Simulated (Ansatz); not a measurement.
**YCrB4 (Pbam): G0W0 under other settings**

Aim: change settings of a G0W0 run on YCrB4 (Pbam) and see what moves.

Method: G0W0 on LDA, plane waves, PAW, in Ansatz 0.2.0.

Report form: the programs' logs are mostly left out.

### 1. Set-up

Symmetry: Pbam, No. 55, orthorhombic system. Conventional cell: a = 5.972 Å, b = 11.460 Å, c = 3.461 Å, α = 90.00°, β = 90.00°, γ = 90.00°. Nearest to Y lie 14 B at 2.62 to 2.76 Å. Nearest to Cr lie 10 B at 2.25 to 2.33 Å and 1 Cr at 2.30 Å. B has 3 B at 1.80 to 1.86 Å and 2 Cr at 2.31 Å and 4 Y at 2.72 to 2.74 Å nearest. Nearest to B lie 3 B at 1.74 to 1.86 Å and 2 Cr at 2.33 Å and 4 Y at 2.66 to 2.76 Å. B has 3 B at 1.71 to 1.74 Å and 4 Cr at 2.25 Å and 2 Y at 2.62 Å nearest. Nearest to B lie 3 B at 1.74 to 1.82 Å and 2 Cr at 2.31 Å and 4 Y at 2.70 to 2.72 Å. Farther neighbours are not listed.

Structure file:

```cif
data_structure
_symmetry_space_group_name_H-M 'Pbam'
_symmetry_Int_Tables_number 55
_cell_length_a 5.9720
_cell_length_b 11.4600
_cell_length_c 3.4610
_cell_angle_alpha 90.000
_cell_angle_beta 90.000
_cell_angle_gamma 90.000
_cell_volume 236.87
loop_
_atom_site_label
_atom_site_type_symbol
_atom_site_symmetry_multiplicity
_atom_site_Wyckoff_symbol
_atom_site_fract_x
_atom_site_fract_y
_atom_site_fract_z
_atom_site_occupancy
Y1 Y 4 g 0.12412 0.15037 0.00000 1
Cr1 Cr 4 g 0.12013 0.42178 0.00000 1
B1 B 4 h 0.27888 0.31667 0.50000 1
B2 B 4 h 0.47560 0.19123 0.50000 1
B3 B 4 h 0.38769 0.04654 0.50000 1
B4 B 4 h 0.36116 0.46746 0.50000 1
```

Geometry: measured cell, ions relaxed with LDA. The runs that relaxed it are not among those shown. The default PAW set here is soft_2. Its files were made with PBE.

### 2. The base run: 2×2×4 mesh, 459 empty bands, screening to 90 eV

Now the one-shot GW correction: screening in the RPA, then the self-energy of the levels asked for.

input.yaml reads:

```yaml
crystal:
  lattice:
    - [5.972, 0.0, 0.0]
    - [0.0, 11.46, 0.0]
    - [0.0, 0.0, 3.461]
  atoms:
    - { symbol: "Y", position: [0.1241200588, 0.1503666468, 0.0] }
    - { symbol: "Y", position: [0.8758799412, 0.8496333532, 0.0] }
    - { symbol: "Y", position: [0.6241200588, 0.3496333532, 0.0] }
    - { symbol: "Y", position: [0.3758799412, 0.6503666468, 0.0] }
    - { symbol: Cr, position: [0.1201299695, 0.421778839, 0.0] }
    - { symbol: Cr, position: [0.8798700305, 0.578221161, 0.0] }
    - { symbol: Cr, position: [0.6201299695, 0.078221161, 0.0] }
    - { symbol: Cr, position: [0.3798700305, 0.921778839, 0.0] }
    - { symbol: B, position: [0.2788786994, 0.3166664433, 0.5] }
    - { symbol: B, position: [0.7211213006, 0.6833335567, 0.5] }
    - { symbol: B, position: [0.7788786994, 0.1833335567, 0.5] }
    - { symbol: B, position: [0.2211213006, 0.8166664433, 0.5] }
    - { symbol: B, position: [0.4755978637, 0.1912257198, 0.5] }
    - { symbol: B, position: [0.5244021363, 0.8087742802, 0.5] }
    - { symbol: B, position: [0.9755978637, 0.3087742802, 0.5] }
    - { symbol: B, position: [0.0244021363, 0.6912257198, 0.5] }
    - { symbol: B, position: [0.3876900752, 0.0465439877, 0.5] }
    - { symbol: B, position: [0.6123099248, 0.9534560123, 0.5] }
    - { symbol: B, position: [0.8876900752, 0.4534560123, 0.5] }
    - { symbol: B, position: [0.1123099248, 0.5465439877, 0.5] }
    - { symbol: B, position: [0.3611603252, 0.4674623972, 0.5] }
    - { symbol: B, position: [0.6388396748, 0.5325376028, 0.5] }
    - { symbol: B, position: [0.8611603252, 0.0325376028, 0.5] }
    - { symbol: B, position: [0.1388396748, 0.9674623972, 0.5] }
kpoints:
  mp_grid: { grid: [2, 2, 4] }
hamiltonian:
  xc: lda
scf:
  occupations: { method: fixed }
gw:
  n_empty_bands: 459
  ecut_chi: 90
  qp_bands: [v4, c4]
  qp_kpoints: band_edges
  screening: { model: contour_deformation }
```

Run with:

```
$ ansatz run input.yaml --threads 2 --pin off --max-ram 92160MiB --backend cuda --events-out ev --progress --plain --runs-dir out --devices 1 --max-vram 13GiB
```

The job ended after 64 s (1 × NVIDIA H100 80GB HBM3 (shared by 6 runs) with 2 threads of AMD EPYC 7R13 (Zen 3), shared host; peak memory 2.2 GiB).

This step gave:

| Property | Result |
| --- | --- |
| bands summed | 533 |
| RPA ε∞ on this mesh (eigenvalues) | 40.63, 41.89, 47.02 |
| plane waves in the screening matrix | 457 |
| q-points in the mesh | 16 |
| G0W0 gap on the mesh | 0.3214 eV |
| k of the valence top | -0.5, -0.5, 0 |
| k of the conduction bottom | 0, 0, 0.25 |
| starting gap on the mesh | 0.2907 eV |
| Z at the valence top | 0.6724 |
| Z at the conduction bottom | 0.6848 |
| least direct G0W0 gap on the computed points | 0.4237 eV |

The gap on the mesh goes from 0.29 eV to 0.32 eV, a correction of +0.03 eV. Between the two edge states, bare exchange in place of the xc potential would open the gap by 4.04 eV, and correlation takes back 4.01 eV.

### 3. Variant: wider window of levels

Changes to input.yaml since step 2:

```diff
@@ -37,6 +37,6 @@
 gw:
-  n_empty_bands: 459
-  ecut_chi: 90
-  qp_bands: [v4, c4]
-  qp_kpoints: band_edges
+  n_empty_bands: 537
+  ecut_chi: 100
+  qp_bands: [v6, c4]
+  qp_kpoints: [[0, 0, 0]]
   screening: { model: contour_deformation }
```

It took 45 s on 1 × NVIDIA H100 80GB HBM3 (shared by 6 runs) with 2 threads; peak memory 2 GiB.

Absolute levels on the run's own zero. QP, by row:

```csv
k index,band,KS (eV),Sigma_x (eV),Sigma_c (eV),Vxc (eV),Z,QP linearised (eV),QP (eV),source,doubts
0,69,12.02,-18.87,0.7984,-18.65,0.7001,12.59,12.6,root,
0,70,12.32,-17.61,0.5895,-17.57,0.7164,12.87,12.87,root,
0,71,12.41,-19.9,1.341,-19.2,0.6995,13.06,13.04,root,
0,72,12.97,-19.85,0.6562,-19.92,0.6787,13.67,13.69,root,
0,73,13.18,-18.27,0.5813,-18.27,0.712,13.75,13.76,root,
0,74,13.2,-21.52,0.5635,-21.73,0.6726,13.96,13.97,root,
0,75,14.35,-15.94,-3.643,-20.36,0.6986,15.14,15.13,root,
0,76,14.37,-18.18,-4.441,-23.57,0.6575,15.32,15.32,root,
0,77,14.66,-18.22,-3.811,-22.96,0.6802,15.6,15.59,root,
0,78,14.73,-12.6,-4.741,-18.04,0.7188,15.45,15.44,root,
```

Against the base:

```
              setting        base      variant
          empty bands         459          537
screening cutoff (eV)          90          100
         levels asked    v4 to c4     v6 to c4
         points asked  band edges  [[0, 0, 0]]
```

### 4. Variant: all filled levels at the zone centre

Changes to input.yaml since step 3:

```diff
@@ -39,3 +39,3 @@
   ecut_chi: 100
-  qp_bands: [v6, c4]
+  qp_bands: [lowest, c2]
   qp_kpoints: [[0, 0, 0]]
```

The job ended after 56 s (1 × NVIDIA H100 80GB HBM3 (shared by 6 runs) with 2 threads; peak memory 2.1 GiB; 86 s of CPU time).

Absolute levels on the run's own zero. QP, by row, the first 40 of 76 rows:

```
k index  band  KS (eV)  Sigma_x (eV)  Sigma_c (eV)  Vxc (eV)       Z  QP linearised (eV)  QP (eV)  source                        doubts
      0     1   -57.55        -55.72         18.41    -35.65  0.4895              -59.09   -59.21    root  z_under_floor,energies_apart
      0     2   -57.55        -55.72         18.41    -35.65  0.4895              -59.09   -59.21    root  z_under_floor,energies_apart
      0     3   -57.45        -55.78         18.36    -35.75  0.4986              -59.03   -59.12    root                 z_under_floor
      0     4   -57.45        -55.78         18.36    -35.75  0.4986              -59.03   -59.12    root                 z_under_floor
      0     5   -29.54        -46.84         13.67    -33.41  0.4784               -29.3    -29.3    root                 z_under_floor
      0     6   -29.54        -46.84         13.67    -33.41  0.4784               -29.3    -29.3    root                 z_under_floor
      0     7   -29.37        -46.91         13.43    -33.66  0.4741               -29.2   -29.19    root                 z_under_floor
      0     8   -29.37        -46.91         13.43    -33.66  0.4741               -29.2   -29.19    root                 z_under_floor
      0     9   -29.29        -46.93         13.32    -33.77  0.4862              -29.13   -29.13    root                 z_under_floor
      0    10   -29.29        -46.93         13.32    -33.77  0.4862              -29.13   -29.13    root                 z_under_floor
      0    11   -29.11        -47.06         13.57     -33.7  0.4784              -28.91    -28.9    root                 z_under_floor
      0    12   -29.11        -47.07         13.56    -33.72  0.4787              -28.91    -28.9    root                 z_under_floor
      0    13   -29.03        -47.09         13.46    -33.82  0.4905              -28.86   -28.86    root                 z_under_floor
      0    14   -29.03         -47.1         13.46    -33.82  0.4906              -28.86   -28.85    root                 z_under_floor
      0    15   -28.95        -47.13         13.19    -34.03   0.523              -28.86   -28.86    root                 z_under_floor
      0    16   -28.95        -47.14         13.19    -34.04  0.5232              -28.86   -28.86    root                 z_under_floor
      0    17   -27.82        -38.91         12.13    -26.48  0.5787              -28.13   -28.12    root                 z_under_floor
      0    18   -27.81        -38.95         12.12    -26.52  0.5796              -28.12   -28.11    root                 z_under_floor
      0    19    -27.8        -38.94         12.12    -26.52  0.5803              -28.11    -28.1    root                 z_under_floor
      0    20   -27.79        -38.94         12.12    -26.53  0.5812               -28.1   -28.09    root                 z_under_floor
      0    21   -8.163        -30.11         6.738    -22.78  0.6706              -8.779   -8.761    root                              
      0    22   -8.156        -30.11         6.714    -22.79  0.6714              -8.777   -8.758    root                              
      0    23   -8.149        -30.14         6.722    -22.82  0.6708              -8.767    -8.75    root                              
      0    24   -8.085        -30.21         6.692    -22.91  0.6784              -8.715   -8.693    root                              
      0    25   -8.062        -30.25         6.678    -22.97  0.6772              -8.685   -8.665    root                              
      0    26   -7.976        -30.35         6.587    -23.15  0.6821              -8.612   -8.589    root                              
      0    27   -7.948        -30.35         6.546    -23.19  0.6825              -8.589   -8.566    root                              
      0    28   -7.939        -30.37         6.555     -23.2  0.6831              -8.576   -8.553    root                              
      0    29   -7.853        -30.53         6.468    -23.45  0.6885              -8.492   -8.469    root                              
      0    30   -7.837        -30.55         6.448    -23.48   0.689              -8.479   -8.456    root                              
      0    31   -7.821        -30.57          6.43    -23.51  0.6899              -8.468   -8.444    root                              
      0    32   -7.804        -30.59         6.412    -23.55  0.6907              -8.454    -8.43    root                              
      0    33   0.9136        -21.79         7.403     -14.3  0.6937              0.8258   0.8263    root                              
      0    34    1.448        -21.94         7.064    -14.79  0.6876               1.358    1.358    root                              
      0    35    2.528        -20.94         6.732    -14.14  0.6742               2.458    2.458    root                              
      0    36    3.481        -20.45         6.108     -14.3  0.6826               3.444    3.444    root                              
      0    37    4.899         -20.1          5.58    -14.41  0.6891               4.786    4.787    root                              
      0    38    4.971        -19.94          5.59    -14.21  0.6786               4.828    4.829    root                              
      0    39    4.999        -20.07         5.473     -14.5   0.692               4.896    4.897    root                              
      0    40    5.334         -20.5         5.444    -14.86  0.7001               5.141    5.143    root
```

Against the base:

```csv
setting,base,variant
empty bands,459,537
screening cutoff (eV),90,100
levels asked,v4 to c4,lowest to c2
points asked,band edges,"[[0, 0, 0]]"
```

### 5. Outcome

```yaml
base: 0.32 eV, 64 s
wider_window_of_levels: direct gap at the listed points 1.16 eV, 45 s
all_filled_levels_at_the_zone_centre: direct gap at the listed points 1.16 eV, 56 s
```

In words: Wider window of levels: only the listed points were computed; the least direct gap there is 1.16 eV, with empty bands, screening cutoff, levels asked and points asked changed against the base. All filled levels at the zone centre: only the listed points were computed; the least direct gap there is 1.16 eV, with empty bands, screening cutoff, levels asked and points asked changed against the base. All runs here use a coarse mesh and modest cutoffs; they test settings and are not final values. The 2×2×4 mesh is coarse for this cell (its supercell is 12 Å along the shortest edge). The RPA ε∞ on it, from the LDA start, is 40.63, 41.89 and 47.02; such meshes misread the long-range screening, most where the gap is narrow. The RPA ε∞ on this mesh reaches over 25; with a narrow direct gap a coarse mesh can overstate it, and the correction is then too small. The runs have no spin polarisation. For a closed low-spin shell that is the natural state; where a d or f shell is open it is a constraint, and the gap is then not the crystal's own. With d states at the gap, one-shot GW leans hard on its start. The many-body steps are scalar-relativistic: spin-orbit coupling is not in them.

[Paths, hosts, dates, memory and timing lines, banners, echoed tables and standing remarks are left out of the program output.]

[Logs are printed without paths, hosts, clocks, repeated set-up lines and the standing remarks that a program may print on its own settings, such as how far it seeks lower states.]

[Runs of the session that timed out or met a known fault of the program may be left out.]

[Cells called generated may have been cut or substituted from an entry of the Crystallography Open Database or the Materials Project.]

[Hosts, paths, dates, database ids (printed as entryN), source tags and the programs' standing remarks are cut or masked in the printed files.]
